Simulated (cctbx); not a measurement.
**What is wrong with this refinement?**

Cell a = 6.6830 Å, b = 11.5330 Å, c = 9.8640 Å, α = 90.00°, β = 90.00°, γ = 90.00°; space group Pnna (no. 52). The compound is Co2P4Pb3.

The data are simulated with cctbx, not measured: Mo Kα, λ = 0.71073 Å, to d = 0.65 Å, 50 % of the full sphere, strongest reflection 20000 counts, noise from counting, a 1.5 % proportional error and a noise floor of 15 counts (s.d.); no absorption.

An anisotropic refinement with weights 1/σ² prints:

```text
Rint 0.031, 1450 unique reflections to 0.65 A
cycle     R1     wR2    GooF  max shift (A)
   1  0.0225  0.0400   1.370   0.00062
   2  0.0188  0.0326   1.117   0.00000
final R1 0.0188 wR2 0.0326 GooF 1.117  parameters 42  data/parameter 34.5
atom        x        y        z      Ueq    occ   su(xyz)  su(Uiso or U11)
Pb1    0.25000  0.00000  0.90392   0.0056  1.000  0.00002  0.0001
Pb2    0.13248  0.34198  0.92392   0.0067  1.000  0.00003  0.0001
Co1    0.18689  0.25000  0.25000   0.0094  1.000  0.00016  0.0004
Cu1    0.25000  0.00000  0.24307   0.0160  1.000  0.00010  0.0004
P1     0.98312  0.09723  0.31267   0.0110  1.000  0.00022  0.0006
P2     0.40150  0.14259  0.14041   0.0127  1.000  0.00022  0.0006
difference map: max 2.15 min -3.32 rms 0.56
Q1    0.0619  0.5294  0.6809    8    2.24  1.55 A from P1
Q2    0.0047  0.2090  0.2450    8    2.04  1.31 A from Co1
Q3    0.0221  0.5395  0.2915    8    2.03  1.46 A from P2
Q4    0.1997  0.1812  0.8803    8    1.96  1.96 A from Pb2
Q5    0.2371  0.0396  0.0103    8    1.92  1.15 A from Pb1
Q6    0.0653  0.1933  0.4508    8    1.92  1.38 A from Pb2
```

Q: Accept it or mend it, and why?

Mend it. The fault: wrong element: Cu1 is Co. Against the right model at the same level, R1 goes from 0.0166 to 0.0188 and GooF from 0.94 to 1.12 and U of Cu1 swells from 0.0118 to 0.0160 Å². Cu1 has 2 electrons too many and its U swells to shed them, as expected (near an absorption edge f′ can widen the mismatch well beyond the difference in Z).

The compound is Co2P4Pb3. The right model at the same level gives:

```text
Rint 0.031, 1450 unique reflections to 0.65 A
cycle     R1     wR2    GooF  max shift (A)
   1  0.0167  0.0278   0.952   0.00021
   2  0.0166  0.0275   0.943   0.00000
final R1 0.0166 wR2 0.0275 GooF 0.943  parameters 42  data/parameter 34.5
atom        x        y        z      Ueq    occ   su(xyz)  su(Uiso or U11)
Pb1    0.25000  0.00000  0.90392   0.0057  1.000  0.00002  0.0001
Pb2    0.13248  0.34199  0.92391   0.0068  1.000  0.00002  0.0001
Co1    0.18694  0.25000  0.25000   0.0095  1.000  0.00013  0.0003
Co2    0.25000  0.00000  0.24307   0.0118  1.000  0.00009  0.0004
P1     0.98312  0.09725  0.31263   0.0111  1.000  0.00019  0.0005
P2     0.40147  0.14254  0.14042   0.0128  1.000  0.00019  0.0005
difference map: max 2.18 min -2.16 rms 0.53
Q1    0.0613  0.5295  0.6815    8    2.26  1.54 A from P1
Q2    0.0059  0.2092  0.2450    8    1.99  1.30 A from Co1
Q3    0.2002  0.1818  0.8806    8    1.96  1.95 A from Pb2
Q4    0.0215  0.5396  0.2924    8    1.92  1.45 A from P2
Q5    0.0659  0.1934  0.4501    8    1.85  1.38 A from Pb2
Q6    0.2272  0.5561  0.2550    8    1.84  0.67 A from Co2
```

Isotropic U is held between 0.0001 and 1 Å² by the program, and listed peak heights are interpolated, so they can pass the grid's maximum.

The model is made up (kin elements in a known structure type, no relaxation), so it says nothing on whether the phase exists.

[Middle refinement cycles are left out of these outputs.]

[Logs are printed without paths, hosts, clocks, repeated set-up lines and the standing remarks that a program may print on its own settings, such as how far it seeks lower states.]
